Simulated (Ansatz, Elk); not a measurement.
# Ca4Mg2SnW: X-ray structure factors from the self-consistent density

Structure refinements treat a crystal as free atoms side by side. For a made-up structure of Ca4Mg2SnW (cell and positions from a PBE relaxation) the runs below show what the calculated density changes in F(hkl).

Program: Elk 11.2.3 (patched build). Level of theory: DFT, PBE, all-electron APW+lo, Dirac cores, scalar-relativistic bands, static density, no spin. Results are calculated unless marked as measured.

This account leaves out most program logs.

The structure was built from a prototype and need not be the compound's stable phase.

### 1. Starting point

Symmetry: Amm2, No. 38, orthorhombic system. The conventional cell has a = 5.212 Å, b = 7.071 Å, c = 11.669 Å, α = 90.00°, β = 90.00°, γ = 90.00°. W has 2 Mg at 3.08 Å and 6 Ca at 3.20 to 3.25 Å and 2 Sn at 3.54 Å nearest. Nearest to Sn lie 2 Mg at 3.24 Å and 8 Ca at 3.28 to 3.47 Å and 2 W at 3.54 Å. Nearest to Ca lie 3 Mg at 3.09 to 3.56 Å and 2 W at 3.25 Å and 2 Sn at 3.28 Å and 3 Ca at 3.41 to 3.42 Å. Ca has 2 W at 3.20 to 3.63 Å and 4 Mg at 3.29 to 3.31 Å and 2 Sn at 3.35 to 3.47 Å and 4 Ca at 3.42 to 3.57 Å nearest. Nearest to Mg lie 2 W at 3.08 Å and 6 Ca at 3.09 to 3.31 Å and 2 Mg at 3.54 Å. Nearest to Mg lie 2 Sn at 3.24 Å and 8 Ca at 3.27 to 3.56 Å and 2 Mg at 3.54 Å. Farther neighbours are not listed.

### 2. Ground state and structure factors

An all-electron density is needed, since X-rays see the cores too. Task 0 finds the density and task 195 Fourier-transforms it; tshift is off so that phases refer to the origin typed.

File elk.in:

```
tasks
  0
  195

xctype
  20

spinpol
  .false.

rgkmax
  7.0

gmaxvr
  14.0

lmaxo
  7

lmaxapw
  8

swidth
  0.002

tshift
  .false.

ramdisk
  .false.

hmaxvr
  5.5

maxscl
  120

epspot
  1e-06

sppath
  './'

avec
  9.84968797042 0.00000000000 0.00000000000
  0.00000000000 6.68124987277 11.02549400644
  0.00000000000 -6.68124987277 11.02549400644

atoms
  4
  'W.in'
  1
  0.5000000000 0.6784148861 0.6784148861   0.000000 0.000000 0.000000
  'Sn.in'
  1
  0.5000000000 0.1649752029 0.1649752029   0.000000 0.000000 0.000000
  'Ca.in'
  4
  -0.0000000000 0.3563090576 0.8382200020   0.000000 0.000000 0.000000
  -0.0000000000 0.8382200020 0.3563090576   0.000000 0.000000 0.000000
  0.5000000000 0.1554119399 0.6606519159   0.000000 0.000000 0.000000
  0.5000000000 0.6606519159 0.1554119399   0.000000 0.000000 0.000000
  'Mg.in'
  2
  -0.0000000000 0.8183485380 0.8183485380   0.000000 0.000000 0.000000
  -0.0000000000 0.3294684575 0.3294684575   0.000000 0.000000 0.000000

ngridk
  5 4 4
```

Command:

```sh
OMP_NUM_THREADS=4 elk
```

Run time: 2.3 min. Hardware: 4 threads of Arm Neoverse V2, shared host; peak memory 0.33 GiB; 7.2 min of CPU time.

SFACRHO.OUT:

```text

h k l indices transformed by vhmat matrix:
   1.000000000       0.000000000       0.000000000    
   0.000000000       1.000000000       0.000000000    
   0.000000000       0.000000000       1.000000000    

      h      k      l  multipl.   |H|            Re(F)            Im(F)           |F|

      0      0      0      1   0.0000000       228.00000     -0.69828090E-16   228.00000    
      0     -1      0      2  0.54980719      -8.6433029       25.151496       26.595196    
      0      1      0      2  0.54980719      -8.6433029      -25.151496       26.595196    
      0     -1     -1      1  0.56987789      -53.059394      -80.688173       96.570599    
      0      1      1      1  0.56987789      -53.059394       80.688173       96.570599    
      1      0      0      2  0.63790704      -95.833799     -0.46869621E-13   95.833799    
      1      0      1      4  0.84214805       4.0432352       21.468278       21.845703    
      1      0     -1      4  0.84214805       4.0432352      -21.468278       21.845703    
      1      1      1      2  0.85538658       49.819557      -46.764767       68.329581    
     -1     -1     -1      2  0.85538658       49.819557       46.764767       68.329581    
      0     -1      1      2  0.94042064       66.096791     -0.17838350E-13   66.096791    
      0      2      1      2  0.97560729       21.817632       15.780485       26.926433    
      0     -2     -1      2  0.97560729       21.817632      -15.780485       26.926433    
      0      0      2      2   1.0996144      -94.556052       72.669468       119.25476    
      0     -2      0      2   1.0996144      -94.556052      -72.669468       119.25476    
      1     -1      1      4   1.1363610      -88.119347     -0.11759547E-13   88.119347    
      0     -2     -2      1   1.1397558      -85.869398       83.632167       119.86615    
      0      2      2      1   1.1397558      -85.869398      -83.632167       119.86615
```

Elk indexes on the primitive cell of elk.in and gives |H| = 4π sin θ/λ in inverse bohr. Below, one row stands for each form hkl of the conventional cell (m members, Friedel mates merged), F is for one primitive cell and the density is static (no thermal factor). Free-atom factors are Waasmaier and Kirfel's, and R is Σm||F|−|F'||/Σm|F|.

```
hkl  m  sin θ/λ (Å⁻¹)  abs F, DFT  neutral atoms   diff.  abs of complex diff.
011  4          0.083      26.595         26.428  +0.167                 0.167
002  2          0.086      96.571         96.353  +0.217                 0.252
100  2          0.096      95.834         95.573  +0.261                 0.261
111  8          0.127      21.846         21.926  -0.081                 0.107
102  4          0.129      68.330         68.592  -0.262                 0.429
020  2          0.141      66.097         66.223  -0.126                 0.126
013  4          0.147      26.926         27.035  -0.108                 0.220
022  4          0.165     119.255        119.264  -0.009                 0.009
120  4          0.171      88.119         88.135  -0.016                 0.016
004  2          0.171     119.866        119.978  -0.112                 0.229
113  8          0.175      24.754         24.922  -0.169                 0.174
122  8          0.191     161.034        161.159  -0.125                 0.129
200  2          0.192     179.239        179.673  -0.434                 0.434
104  4          0.196     153.895        154.382  -0.486                 0.489
```

### 3. The highest occupied states alone

An energy window below the Fermi level keeps the highest occupied states, to see at which angles they scatter; shallow core shells can lie inside it and anion s states outside. No new self-consistency is needed.

elk.in: that of step 2 with these lines changed.

```diff
@@ -1,3 +1,2 @@
 tasks
-  0
   195
@@ -40,2 +39,5 @@
 
+wsfac
+  -0.261850 0.479140
+
 sppath
```

Command:

```sh
OMP_NUM_THREADS=4 elk
```

Elapsed: 33 s, on 4 threads; peak memory 0.21 GiB.

States within 12 eV below the Fermi level hold 22.00 electrons; any levels below the window count with the cores. Their amplitudes can exceed the total, where window and core parts have opposite phase:

```
hkl  sin θ/λ (Å⁻¹)  abs F, window  abs F, all
011          0.083          2.046      26.595
002          0.086          5.651      96.571
100          0.096          4.415      95.834
111          0.127          1.250      21.846
102          0.129          3.522      68.330
020          0.141          3.636      66.097
013          0.147          1.155      26.926
022          0.165          2.194     119.255
120          0.171          1.842      88.119
004          0.171          1.657     119.866
```

### 4. Another functional

The difference from free atoms is small, so it is set against the change that PBEsol makes.

elk.in: that of step 3 with these lines changed.

```diff
@@ -1,2 +1,3 @@
 tasks
+  0
   195
@@ -4,3 +5,3 @@
 xctype
-  20
+  22
 
@@ -39,5 +40,2 @@
 
-wsfac
-  -0.261850 0.479140
-
 sppath
```

Command:

```sh
OMP_NUM_THREADS=4 elk
```

Elapsed: 2.3 min, on 4 threads; peak memory 0.35 GiB; 7.1 min of CPU time.

Against the first run R = 0.01 %; the largest change is -0.047 at 026.

### 5. Basis size

The basis and the expansions that go with it are enlarged, to see whether the differences are converged.

elk.in: that of step 4 with these lines changed.

```diff
@@ -5,3 +5,3 @@
 xctype
-  22
+  20
 
@@ -11,12 +11,12 @@
 rgkmax
-  7.0
+  8.5
 
 gmaxvr
-  14.0
+  18.0
 
 lmaxo
-  7
+  9
 
 lmaxapw
-  8
+  10
```

Command:

```sh
OMP_NUM_THREADS=4 elk
```

Wall time 7.9 min (4 threads); peak memory 0.72 GiB; 26 min of CPU time.

Against the first run R = 0.00 %; the largest change is +0.015 at 020.

### 6. Settings against the effect

```
                              run  R against the first run (%)  R against neutral atoms, low angle (%)  wall time
                    PBE, rgkmax 7                         0.00                                    0.26    2.3 min
                           PBEsol                         0.01                                    0.26    2.3 min
rgkmax 8.5 with larger expansions                         0.00                                    0.26    7.9 min
```

### 7. Outcome

```yaml
r_against_neutral_atoms_sin_theta_lambda_0p3_a_minus1: 0.26 %
r_against_neutral_atoms_0p3_to_0p50_a_minus1: 0.09 %
```

In words: Independent neutral atoms miss the calculated amplitudes by R = 0.26 % below 0.3 Å⁻¹ and 0.09 % from there to 0.50 Å⁻¹; by shells, 0.34 % below 0.15 Å⁻¹ (7 forms), 0.25 % 0.15 to 0.3 (32 forms), 0.11 % 0.3 to 0.45 (74 forms), 0.07 % above 0.45 (36 forms). Bonding, aspherical density and the tables' own atoms all enter these figures, and the runs don't part them. The largest change of an amplitude is -0.67 electrons, at 220. R counts amplitudes alone; phases shift too. The window's part falls from 22.0 electrons at the origin to at most 0.24 between 0.45 and 0.50 Å⁻¹. Below 0.3 Å⁻¹ the changes that finished (PBEsol and rgkmax 8.5 with larger expansions) move F by R = 0.01 % at most, against the 0.26 % that separates it from free atoms. The k-mesh has no finished test. These runs have no spin, though d or f shells may be open. Spin-orbit coupling is left out, which can matter for elements this heavy. Part of the difference isn't bonding: the tables are fits to free atoms and ions calculated by other methods than this functional. Thermal motion, anomalous dispersion and extinction are left out.

[Logs are printed without paths, hosts, clocks, repeated set-up lines and the standing remarks that a program may print on its own settings, such as how far it seeks lower states.]

[Hosts, paths, dates, database ids (printed as entryN), source tags and the programs' standing remarks are cut or masked in the printed files.]
